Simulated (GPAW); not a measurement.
Consider B on a Si site (antisite) in SiB6.

```xyz
28
Lattice="4.1300 4.1300 4.1300 -4.1300 4.1300 -4.1300 -4.1300 -4.1300 4.1300" Properties=species:S:1:pos:R:3 pbc="T T T"
B     0.0000    0.0000    0.0000
Si   -4.1300    0.0000    0.0000
Si    0.0000    0.0000    4.1300
Si    0.0000    4.1300    0.0000
B     2.0677    2.0677    3.3093
B    -2.0677    2.0677    3.3093
B    -2.0677   -2.0677    3.3093
B    -2.0623    2.0623   -0.8207
B    -2.0677   -2.0677    4.9507
B    -2.0623    2.0623    0.8207
B     2.0677    2.0677    4.9507
B    -2.0677    2.0677    4.9507
B     2.0677    3.3093    2.0677
B    -2.0677    3.3093    2.0677
B    -2.0623   -0.8207    2.0623
B    -2.0677    3.3093   -2.0677
B    -4.9507    2.0677    2.0677
B    -0.8207    2.0623    2.0623
B    -4.9507    2.0677   -2.0677
B    -4.9507   -2.0677    2.0677
B    -2.0677    4.9507   -2.0677
B    -2.0623    0.8207    2.0623
B    -2.0677    4.9507    2.0677
B     2.0677    4.9507    2.0677
B     0.8207    2.0623    2.0623
B    -3.3093    2.0677    2.0677
B    -3.3093   -2.0677    2.0677
B    -3.3093    2.0677   -2.0677
```

Absorber: atom 18, with 1 B at 1.64 Å and 4 B at 1.76 Å (5-fold; 3.0 Å from the defect atom). Method: GPAW, PBE, excited-electron core hole (neutral cell), 28-atom cell with 7.2 Å between holes, 4×4×4 k points, dipole transitions, Gaussian full width 0.9 eV up to 4 eV, rising linearly to 3.5 eV at 25 eV.

Q: Where do the maxima of the B K edge fall?

Main maxima up to 21 eV above the zero (height): 1.5 eV (1.03), 4.3 eV (1.13), 8.1 eV (1.51) and 12.0 eV (1.45). A K edge sees empty p states on the absorber. The total-energy difference is 186.27 eV. The functional leaves an error of a few eV in such absolute values.

The B K spectrum (energy from the lowest empty level; intensity scaled to a mean of 1 over the first 20 eV):

```csv
E (eV),isotropic,ε ∥ x,ε ∥ y
-2.0,0.00,0.00,0.00
-1.4,0.00,0.00,0.00
-0.8,0.00,0.00,0.00
-0.2,0.03,0.01,0.04
0.4,0.25,0.06,0.34
1.0,0.79,0.16,1.11
1.6,1.02,0.14,1.45
2.2,0.73,0.08,1.05
2.8,0.70,0.05,1.03
3.4,0.71,0.05,1.04
4.0,1.02,0.13,1.47
4.6,1.01,0.27,1.38
5.2,0.69,0.25,0.91
5.8,0.65,0.35,0.80
6.4,0.76,0.76,0.76
7.0,1.06,1.35,0.91
7.6,1.42,1.74,1.25
8.2,1.50,1.69,1.40
8.8,1.37,1.38,1.37
9.4,1.22,1.15,1.26
10.0,1.17,1.15,1.18
10.6,1.24,1.32,1.20
11.2,1.37,1.53,1.29
11.8,1.45,1.67,1.34
12.4,1.43,1.67,1.31
13.0,1.35,1.56,1.24
13.6,1.27,1.41,1.19
14.2,1.22,1.31,1.17
14.8,1.20,1.30,1.14
15.4,1.17,1.36,1.08
16.0,1.11,1.38,0.98
16.6,1.00,1.35,0.82
17.2,0.84,1.28,0.63
17.8,0.70,1.19,0.45
18.4,0.60,1.09,0.35
19.0,0.56,1.01,0.33
19.6,0.56,0.94,0.37
20.2,0.60,0.91,0.44
20.8,0.64,0.93,0.50
21.4,0.69,0.97,0.54
```

The hole lies in one spin channel, while the script sums the empty states of both and takes the lower zero; where the two channels are split, this blurs and shifts the curve. The cell shows no gap over 0.35 eV; the host's own band filling, the defect's levels or the functional may be the cause. The starting moments shrank to 0.00 μB or less, so this is hardly a magnetic state. In so small a cell the defects form an ordered array, and no site is far from one. The mesh is coarse (0.27 Å⁻¹ between points), so small maxima may be mesh ripples.

[Banner, clock and machine lines of the logs are left out without a mark of their own.]

[Logs are printed without paths, hosts, clocks, repeated set-up lines and the standing remarks that a program may print on its own settings, such as how far it seeks lower states.]

[Hosts, paths, dates, database ids (printed as entryN), source tags and the programs' standing remarks are cut or masked in the printed files.]

[Lists of maxima count a maximum above −3 eV only where it reaches 4 % of the highest in the window and stands out from its surroundings by 2 % of it (1.5 % where it reaches 55 %); shoulders and weaker maxima are passed over, and of the rest the first, up to two pre-edge ones and the few strongest are named.]
